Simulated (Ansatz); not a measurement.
# ZnIn (hypothetical, Fm-3m): a volume series of phonon spectra

Wanted: mode Grüneisen parameters of ZnIn (hypothetical) and a free-energy fit over volumes. The crystal structure is hypothetical: it was made by swapping elements on a known structure type.

Main program and level: Ansatz 0.2.0; DFT PBE, scalar-relativistic, plane waves, PAW.

## (1) The starting structure

It takes space group Fm-3m (No. 225, cubic). The conventional cell has a = 5.027 Å, b = 5.027 Å, c = 5.027 Å, α = 90.00°, β = 90.00°, γ = 90.00°. Nearest to In lie 6 Zn at 2.51 Å. Nearest to Zn lie 6 In at 2.51 Å. Farther neighbours are not listed.

## (2) A first coarse run

Before spending time, one coarse run tells the gap and the pressure of the starting cell.

input.yaml reads:

```yaml
crystal:
  lattice:
    - [0.0, 2.51326, 2.51326]
    - [2.51326, 0.0, 2.51326]
    - [2.51326, 2.51326, 0.0]
  atoms:
    - { symbol: In, position: [0.0, 0.0, 0.0] }
    - { symbol: Zn, position: [0.5, 0.5, 0.5] }
kpoints:
  mp_grid: { grid: [6, 6, 6] }
hamiltonian:
  xc: pbe
scf:
  occupations: { method: gaussian, width: 0.1 }
output:
  forces: true
  stress: true
  eigenvalues: true
```

Command:

```console
ansatz run input.yaml --threads 4 --pin off --max-ram 8192MiB --backend cpu --events-out ev --progress --plain --runs-dir out
```

Numbers of over 12 decimals in the logs are rounded to 6 here.

What it wrote:

```text
Engine: ansatz 0.2.0, aarch64-unknown-linux-gnu
Pseudopotentials: kind: paw
Pseudopotential: In, paw, valence charge 13, recommended cutoff 420 eV (normal), In.paw.azcp
Pseudopotential: Zn, paw, valence charge 12, recommended cutoff 420 eV (normal), Zn.paw.azcp
Functional definition: PBE
  parameter kappa = 0.804
  parameter beta = 0.066725
  exchange = pbe_x(kappa = kappa, mu = beta*pi^2/3)
  correlation = pbe_c(beta = beta)
Crystal: 2 atoms, lattice volume = 31.750 Å³
Basis set: ecut = 420 eV, 609 PW (Γ), exchange–correlation on 48×48×48 points (8 copies of the dense FFT grid, shifted against one another)
Bands: 17, of which v1, the nominal top of the filled ones, is band 13 counted from 1 (12 counted from 0)
Symmetry: 48 space group operations
Space group: Fm-3m (ITA 225), of the structure as read, at distance tolerance 3.2e-5 Å
k-points: 16 of 216
Non-local potential: In, projectors of the file, l = 0: 2, l = 1: 2, l = 2: 2, l = 3: 2
Non-local potential: Zn, projectors of the file, l = 0: 2, l = 1: 2, l = 2: 3, l = 3: 1
PAW form: soft (Blöchl's): semilocal exchange-correlation on the pseudo side does not see the compensation charge
PAW one-centre angular grid: In, 590 points (default); XC on 64 Gauss nodes
PAW one-centre angular grid: Zn, 590 points (default); XC on 64 Gauss nodes
Initial density: superposition of atomic densities (neutral atoms: chi_scale 0, normalization atom), corrected by the library's trained network
Initial wavefunctions: pseudopotential atomic-orbital guess
Functional: x = pbe(κ = 0.804, μ = 0.219515), c = pbe(β = 0.066725)
SCF iter   1: F=—  HF=-8915.290556 eV  |F-HF|=—  |Δ(HF+E_count)|=         —  Δρ=2.18e-3  dr2=1.18e-3  ethr=1.77e-3  ⟨swp⟩=5.4  Hψ=1317  notcnv=0
preconditioner: auto → none  [insulator: Δε(μ)=0.320 eV  Ē_g=16.667 eV  σ=0.100 eV  W_gap=0.75  n_scr=14 (ndim 8)  ℏωp=33.0 eV  f_vac=0.000  D(μ)=0.50/eV (n_scr^D=0)  ε∞_Penn≈4.9]
SCF iter   2: F=—  HF=-8915.290381 eV  |F-HF|=—  |Δ(HF+E_count)|=   1.75e-4  Δρ=1.05e-3  dr2=1.52e-4  ethr=4.70e-6  ⟨swp⟩=2.1  Hψ=584  notcnv=0
SCF iter   3: F=—  HF=-8915.290363 eV  |F-HF|=—  |Δ(HF+E_count)|=   1.83e-5  Δρ=3.43e-4  dr2=3.73e-5  ethr=6.08e-7  ⟨swp⟩=2.5  Hψ=443  notcnv=0
SCF iter   4: F=—  HF=-8915.290345 eV  |F-HF|=—  |Δ(HF+E_count)|=   1.79e-5  Δρ=2.42e-4  dr2=7.83e-6  ethr=1.49e-7  ⟨swp⟩=2.0  Hψ=377  notcnv=0
SCF iter   5: F=—  HF=-8915.290343 eV  |F-HF|=—  |Δ(HF+E_count)|=   1.82e-6  Δρ=2.82e-5  dr2=1.04e-7  ethr=3.13e-8  ⟨swp⟩=2.0  Hψ=345  notcnv=0
SCF iter   6: F=-8915.290343 eV  HF=-8915.290343 eV  |F-HF|=7.97e-10  |Δ(HF+E_count)|=   5.24e-8  Δρ=4.86e-6  dr2=4.50e-9  ethr=4.00e-10  ⟨swp⟩=6.5  Hψ=1236  notcnv=0
SCF 1 converged in 6 iterations: F = -8915.290343 eV  dr2 = 4.50e-9
  greatest PAW one-centre occupation: 0.982 electrons in one spin orbital (limit 2), on the Zn atom at site 1 (counted from 0), in its partial waves of l = 2
SCF converged after 6 iterations
Free energy (F): -8915.290343 eV
Harris-Foulkes:  -8915.290343 eV  (|F-HF|=7.97e-10)
Internal energy: -8915.287845 eV  (E = F + TS)
E sigma→0 (E₀):  -8915.289094 eV
Entropy (-TS):   -0.002498 eV (-1.249 meV/atom)
Fermi energy:    14.736078 eV
--- Per-component energies (eV) ---
  E_band       = 112.057286
  E_kinetic    = 382.170174
  E_local      = -2393.736869  (includes V_loc(G=0)·N_el)
  E_nonlocal   = 974.781219
  E_hartree    = 997.095399
  E_xc         = -358.662746
  E_vxc        = -159.288484  (∫ρ·V_xc dr)
  E_paw        = -5974.398998  (= ΣΔE_a)
  E_vpaw       = -686.062076  (= ΣTr[D̂ρ^β])
  E_aug_tail   = -0.000339  (compensation charges beyond the density's cutoff)
  E_ewald      = -2542.535686
  E_smearing   = -0.002498  (= −TS)
  E_closure    = 0.000000  (closes the sum)
  Σ components = -8915.290343   (vs F -8915.290343, Δ=0.00e0)
--- Forces (eV/Å), atoms counted from 1 ---
  atom   1  In    -0.00000000     0.00000000     0.00000000
  atom   2  Zn     0.00000000    -0.00000000     0.00000000
  max |Σ_I F_I| component: 4.15e-29 eV/Å
--- Stress (GPa, compression-positive) ---
       41.375793       0.000000       0.000000
       -0.000000      41.375793       0.000000
        0.000000      -0.000000      41.375793
  P = ⅓ Tr σ = 41.3758 GPa (413.758 kbar)
--- Band table (eV; the first three rows and the last of 16) ---
  k-point 0: bands = [... 9 lower, 6.7767, 6.7767, 19.3614, 19.3614, 19.3614, 23.5184, 25.0886, 25.0886]
  k-point 1: bands = [... 9 lower, 6.6840, 6.6840, 16.1839, 19.3492, 19.3492, 22.7034, 24.5706, 24.5706]
  k-point 2: bands = [... 9 lower, 6.6435, 6.6435, 11.7378, 19.6142, 19.6142, 22.2185, 22.2185, 22.2871]
  k-point 15: bands = [... 9 lower, 6.7171, 10.6119, 10.8160, 12.2860, 12.7787, 21.0052, 22.6254, 27.0563]
```

Wall time 0.76 s (4 threads of Arm Neoverse V2, shared host); peak memory 0.29 GiB.

This step gave:

```yaml
pressure: 41.38 GPa
volume_per_atom: 15.87 Å³
gap_on_the_k_mesh: 0 eV
```

The start is under 41 GPa at this level and looks like a metal on this mesh.

## (3) A loose first relaxation

The start is far from rest, so a relaxation with loose thresholds first brings it near the minimum.

input.yaml, as its differences from that of step 2:

```diff
@@ -9,3 +9,3 @@
 kpoints:
-  mp_grid: { grid: [6, 6, 6] }
+  mp_grid: { grid: [8, 8, 8] }
 hamiltonian:
@@ -18 +18,6 @@
   eigenvalues: true
+relax:
+  adjacent_minimum: "off"
+  f_tol: 0.05
+  max_steps: 80
+  cell: { stress_tol: 0.5 }
```

What it wrote:

```text
[...]
Crystal: 2 atoms, lattice volume = 31.750 Å³
Basis set: ecut = 420 eV, 609 PW (Γ), exchange–correlation on 48×48×48 points (8 copies of the dense FFT grid, shifted against one another)
Bands: 17, of which v1, the nominal top of the filled ones, is band 13 counted from 1 (12 counted from 0)
Symmetry: 48 space group operations
[...]
k-points: 29 of 512
[...]
SCF iter   1: F=—  HF=-8915.226745 eV  |F-HF|=—  |Δ(HF+E_count)|=         —  Δρ=1.91e-3  dr2=1.04e-3  ethr=1.77e-3  ⟨swp⟩=5.4  Hψ=2416  notcnv=0
[...]
SCF iter   6: F=-8915.226515 eV  HF=-8915.226515 eV  |F-HF|=4.57e-9  |Δ(HF+E_count)|=   2.69e-8  Δρ=7.26e-6  dr2=5.77e-9  ethr=4.00e-10  ⟨swp⟩=4.6  Hψ=2235  notcnv=0
SCF 1 converged in 6 iterations: F = -8915.226515 eV  dr2 = 5.77e-9
[...]
relax step   1: F+E_penalty+E_count = -8915.22651540 eV  Δ(F+E_penalty+E_count) = +0.000e0 eV  max|allowed force component| = 1.611e-29 eV/Å  Δτ_max = 0.0000 Å  P = +42.068 GPa  Ω = 31.750 Å³  (6 SCF iters, dr2 threshold 1.00e-7 eV, accepted)
Crystal: 2 atoms, lattice volume = 36.623 Å³
Basis set: ecut = 420 eV, 725 PW (Γ), exchange–correlation on 48×48×48 points (8 copies of the dense FFT grid, shifted against one another)
[...]
iter 1 solved again at ethr=1.38e-4 eV; its pass at ethr=3.10e-3 eV (dr2=3.46e-2 eV) is discarded
[...]
SCF iter   7: F=-8916.101417 eV  HF=-8916.101417 eV  |F-HF|=7.51e-9  |Δ(HF+E_count)|=   3.47e-8  Δρ=5.44e-6  dr2=7.19e-9  ethr=8.00e-10  ⟨swp⟩=6.8  Hψ=2403  notcnv=0
SCF 2 converged in 7 iterations: F = -8916.101417 eV  dr2 = 7.19e-9
relax step   2: F+E_penalty+E_count = -8916.10141677 eV  Δ(F+E_penalty+E_count) = -8.749e-1 eV  max|allowed force component| = 5.588e-30 eV/Å  Δτ_max = 0.0000 Å  P = +18.431 GPa  Ω = 36.623 Å³  energy of the carried Pulay correction = -3.975e-3 eV  (7 SCF iters, dr2 threshold 2.00e-7 eV, accepted)
Crystal: 2 atoms, lattice volume = 41.582 Å³
Basis set: ecut = 420 eV, 869 PW (Γ), exchange–correlation on 48×48×48 points (8 copies of the dense FFT grid, shifted against one another)
[...]
SCF iter   6: F=-8916.456646 eV  HF=-8916.456646 eV  |F-HF|=2.14e-8  |Δ(HF+E_count)|=   6.68e-6  Δρ=1.36e-5  dr2=3.08e-8  ethr=8.00e-10  ⟨swp⟩=5.9  Hψ=3040  notcnv=0
SCF 3 converged in 6 iterations: F = -8916.456646 eV  dr2 = 3.08e-8
[...]
relax step   3: F+E_penalty+E_count = -8916.45664610 eV  Δ(F+E_penalty+E_count) = -3.552e-1 eV  max|allowed force component| = 1.192e-29 eV/Å  Δτ_max = 0.0000 Å  P = +6.017 GPa  Ω = 41.582 Å³  energy of the carried Pulay correction = -7.482e-3 eV  (6 SCF iters, dr2 threshold 2.00e-7 eV, accepted)
[...]
relax step   4: F+E_penalty+E_count = -8916.52034413 eV  Δ(F+E_penalty+E_count) = -6.370e-2 eV  max|allowed force component| = 2.281e-29 eV/Å  Δτ_max = 0.0000 Å  P = +1.398 GPa  Ω = 44.497 Å³  energy of the carried Pulay correction = -9.334e-3 eV  (6 SCF iters, dr2 threshold 2.00e-7 eV, accepted)
[...]
relax step   5: F+E_penalty+E_count = -8916.52406891 eV  Δ(F+E_penalty+E_count) = -3.725e-3 eV  max|allowed force component| = 1.354e-29 eV/Å  Δτ_max = 0.0000 Å  P = -0.132 GPa  Ω = 45.623 Å³  energy of the carried Pulay correction = -1.001e-2 eV  (5 SCF iters, dr2 threshold 2.00e-7 eV, accepted)
[...]
relax step   6: F+E_penalty+E_count = -8916.55191808 eV  Δ(F+E_penalty+E_count) = -2.785e-2 eV  max|allowed force component| = 2.169e-29 eV/Å  Δτ_max = 0.0000 Å  P = +1.098 GPa  Ω = 45.623 Å³  stress off target by 1.10e0 GPa  SCF on the basis re-selected at this cell (its energy is not comparable with the rows above)  (7 SCF iters)
[...]
relax step   7: F+E_penalty+E_count = -8916.55532809 eV  Δ(F+E_penalty+E_count) = -3.410e-3 eV  max|allowed force component| = 2.120e-29 eV/Å  Δτ_max = 0.0000 Å  P = +0.337 GPa  Ω = 46.456 Å³  energy of the carried Pulay correction = -2.818e-4 eV  (5 SCF iters, dr2 threshold 2.00e-7 eV, accepted)
[...]
SCF iter   4: F=-8916.555609 eV  HF=-8916.555608 eV  |F-HF|=2.89e-7  |Δ(HF+E_count)|=   1.26e-5  Δρ=8.42e-6  dr2=1.48e-9  ethr=8.00e-12  ⟨swp⟩=3.9  Hψ=2109  notcnv=0
SCF 8 converged in 4 iterations: F = -8916.555609 eV  dr2 = 1.48e-9
relax step   8: F+E_penalty+E_count = -8916.55560865 eV  Δ(F+E_penalty+E_count) = -2.806e-4 eV  max|allowed force component| = 1.805e-29 eV/Å  Δτ_max = 0.0000 Å  P = +0.334 GPa  Ω = 46.456 Å³  stress off target by 3.34e-1 GPa  SCF on the basis re-selected at this cell (its energy is not comparable with the rows above)  (4 SCF iters)
[...]
SCF converged after 4 iterations
Free energy (F): -8916.555609 eV
[...]
Internal energy: -8916.552121 eV  (E = F + TS)
E sigma→0 (E₀):  -8916.553865 eV
Entropy (-TS):   -0.003487 eV (-1.744 meV/atom)
Fermi energy:    8.897334 eV
[...]
--- Stress (GPa, compression-positive) ---
        0.334359       0.000000       0.000000
       -0.000000       0.334359      -0.000000
        0.000000       0.000000       0.334359
  P = ⅓ Tr σ = 0.3344 GPa (3.344 kbar)
--- Band table (eV; the first three rows and the last of 29) ---
  k-point 0: bands = [... 9 lower, 1.6530, 1.6530, 12.3384, 12.3384, 12.3384, 14.4734, 17.4217, 17.4217]
  k-point 1: bands = [... 9 lower, 1.6415, 1.6415, 10.4968, 12.3210, 12.3210, 15.2042, 16.9124, 17.0661]
  k-point 2: bands = [... 9 lower, 1.6507, 1.6507, 7.9052, 12.3679, 12.3679, 14.8538, 15.5394, 15.5394]
  k-point 28: bands = [... 9 lower, 1.6985, 5.1735, 5.8053, 6.9438, 6.9438, 15.1212, 15.3395, 17.5972]
--- Relaxed structure (6 steps of the walk, 6 accepted, 2 SCFs on fresh bases) ---
  F+E_penalty+E_count = -8916.55560865 eV   max|allowed force component| = 1.805e-29 eV/Å   (the final SCF, on the basis selected at the relaxed cell)
  cell:  # Å, volume = 46.4558 Å³
    - [0, 2.853230, 2.853230]
    - [2.853230, 0, 2.853230]
    - [2.853230, 2.853230, 0]
  atoms:
    - { symbol: In, position: [0, 0, 0] }
    - { symbol: Zn, position: [0.5, 0.5, 0.5] }
```

Wall time 2.8 s (4 threads); peak memory 0.34 GiB; 9.2 s of CPU time.

The steps of the relaxation:

```tsv
step	energy less that of the first step (eV)	largest force component (eV/Å)	pressure (GPa)	volume (Å³)
1	0.0000	0.0000	42.07	31.75
2	-0.8749	0.0000	18.43	36.62
3	-1.2301	0.0000	6.02	41.58
4	-1.2938	0.0000	1.40	44.50
5	-1.2976	0.0000	-0.13	45.62
6*	-1.3254	0.0000	1.10	45.62
7	-1.3288	0.0000	0.34	46.46
8*	-1.3291	0.0000	0.33	46.46
```

Relaxation steps marked * repeat the geometry before them on a plane-wave basis chosen anew for their cell, so energy and pressure can jump there.

The run keeps the 48 symmetry operations that it works with, so distortions that break them were not tested.

```tsv
cell as run	before	after	change
a (Å)	3.554	4.035	+13.5 %
b (Å)	3.554	4.035	+13.5 %
c (Å)	3.554	4.035	+13.5 %
volume (Å³/atom)	15.87	23.23	+46.3 %
```

The relaxed structure:

```
In Zn
1.0
     0.00000    2.85323    2.85323
     2.85323    0.00000    2.85323
     2.85323    2.85323    0.00000
In Zn
1 1
Cartesian
  0.0000 0.0000 0.0000
  2.8532 2.8532 2.8532
```

This step gave:

- pressure: 0.3344 GPa
- volume per atom: 23.23 Å³

The relaxation ends with a pressure of 0.33 GPa.

## (4) Relaxation

Phonons are second derivatives about a minimum, so cell and atoms are relaxed first, inside the symmetry of the start.

input.yaml, the sections that differ from step 3:

```yaml
crystal:
  lattice:
    - [0.0, 2.8532297924, 2.8532297924]
    - [2.8532297924, 0.0, 2.8532297924]
    - [2.8532297924, 2.8532297924, 0.0]
  atoms:
    - { symbol: In, position: [0.0, 0.0, 0.0] }
    - { symbol: Zn, position: [0.5, 0.5, 0.5] }
kpoints:
  mp_grid: { grid: [12, 12, 12] }
relax:
  adjacent_minimum: "off"
  f_tol: 0.005
  max_steps: 80
  cell: { stress_tol: 0.05 }
# hamiltonian, scf, output: as in step 3
```

What it wrote:

```text
[...]
Crystal: 2 atoms, lattice volume = 46.456 Å³
Basis set: ecut = 420 eV, 893 PW (Γ), exchange–correlation on 54×54×54 points (8 copies of the dense FFT grid, shifted against one another)
Bands: 17, of which v1, the nominal top of the filled ones, is band 13 counted from 1 (12 counted from 0)
Symmetry: 48 space group operations
[...]
k-points: 72 of 1728
[...]
k-point 71: bands = [... 9 lower, 1.5367, 4.9776, 5.6277, 6.7971, 6.7971, 14.8346, 15.0646, 17.3528]
--- Relaxed structure (2 steps of the walk, 2 accepted, 1 SCFs on fresh bases) ---
[...]
cell:  # Å, volume = 47.1715 Å³
    - [0, 2.867806, 2.867806]
    - [2.867806, 0, 2.867806]
    - [2.867806, 2.867806, 0.0]
  atoms:
    - { symbol: In, position: [0, 0, 0] }
    - { symbol: Zn, position: [0.5, 0.5, 0.5] }
[key lines of the parts left out:]
SCF converged after 7 iterations
Free energy (F): -8916.551012 eV
Fermi energy:    8.637844 eV
P = ⅓ Tr σ = -0.0313 GPa (-0.313 kbar)
```

It took 2.9 s on 4 threads; peak memory 0.4 GiB; 9.2 s of CPU time.

The steps of the relaxation:

```tsv
step	energy less that of the first step (eV)	largest force component (eV/Å)	pressure (GPa)	volume (Å³)
1	0.0000	0.0000	0.58	46.46
2	-0.0010	0.0000	-0.03	47.17
3*	-0.0012	0.0000	-0.03	47.17
```

Relaxation steps marked * repeat the geometry before them on a plane-wave basis chosen anew for their cell, so energy and pressure can jump there.

Forces are held to the 48 operations that the run works with; a distortion that breaks them can't arise in this run.

```tsv
conventional cell, symmetrised	before	after	change
a (Å)	5.706	5.736	+0.5 %
b (Å)	5.706	5.736	+0.5 %
c (Å)	5.706	5.736	+0.5 %
volume (Å³/atom)	23.23	23.59	+1.5 %
```

Final coordinates:

```xyz
2
Lattice="0.0000 2.8678 2.8678 2.8678 0.0000 2.8678 2.8678 2.8678 0.0000" Properties=species:S:1:pos:R:3 pbc="T T T"
In    0.0000    0.0000    0.0000
Zn    2.8678    2.8678    2.8678
```

Numbers from this step:

* pressure: -0.03128 GPa
* volume per atom: 23.59 Å³

The relaxation ends with a pressure of -0.03 GPa.

## (5) Tight relaxation

The thresholds are tightened for a last relaxation ahead of the phonons, and where mesh or smearing change with them the cell follows.

input.yaml, the sections that differ from step 4:

```yaml
crystal:
  lattice:
    - [0.0, 2.8678059637, 2.8678059637]
    - [2.8678059637, 0.0, 2.8678059637]
    - [2.8678059637, 2.8678059637, 0.0]
  atoms:
    - { symbol: In, position: [0.0, 0.0, 0.0] }
    - { symbol: Zn, position: [0.5, 0.5, 0.5] }
scf:
  occupations: { method: methfessel_paxton, width: 0.15 }
relax:
  adjacent_minimum: "off"
  f_tol: 0.001
  max_steps: 60
  cell: { stress_tol: 0.01 }
# kpoints, hamiltonian, output: as in step 4
```

What it wrote:

```text
[...]
Crystal: 2 atoms, lattice volume = 47.171 Å³
Basis set: ecut = 420 eV, 941 PW (Γ), exchange–correlation on 60×60×60 points (8 copies of the dense FFT grid, shifted against one another)
Bands: 17, of which v1, the nominal top of the filled ones, is band 13 counted from 1 (12 counted from 0)
Symmetry: 48 space group operations
[...]
k-points: 72 of 1728
[...]
k-point 71: bands = [... 9 lower, 1.5492, 4.9927, 5.6413, 6.8084, 6.8084, 14.8564, 15.0855, 17.3714]
--- Relaxed structure (2 steps of the walk, 2 accepted, 1 SCFs on fresh bases) ---
[...]
cell:  # Å, volume = 47.1164 Å³
    - [0, 2.866691, 2.866691]
    - [2.866691, 0, 2.866691]
    - [2.866691, 2.866691, 0]
  atoms:
    - { symbol: In, position: [0, 0, 0] }
    - { symbol: Zn, position: [0.500000, 0.500000, 0.500000] }
[key lines of the parts left out:]
SCF converged after 7 iterations
Free energy (F): -8916.548882 eV
Fermi energy:    8.650262 eV
P = ⅓ Tr σ = 0.0011 GPa (0.011 kbar)
```

It took 2.5 s on 4 threads; peak memory 0.4 GiB.

Little changed from the start: no atom moved by 0.005 Å and no cell edge by 0.1 %.

This step gave:

- pressure: 0.001143 GPa
- volume per atom: 23.56 Å³

The residual pressure is 0.0011 GPa, small enough for phonons.

(Continued in part 2 of 3.)

[Logs are printed without paths, hosts, clocks, repeated set-up lines and the standing remarks that a program may print on its own settings, such as how far it seeks lower states.]

[Hosts, paths, dates, database ids (printed as entryN), source tags and the programs' standing remarks are cut or masked in the printed files.]

[A step with changed settings may run another functional than the one named; its input shows which.]


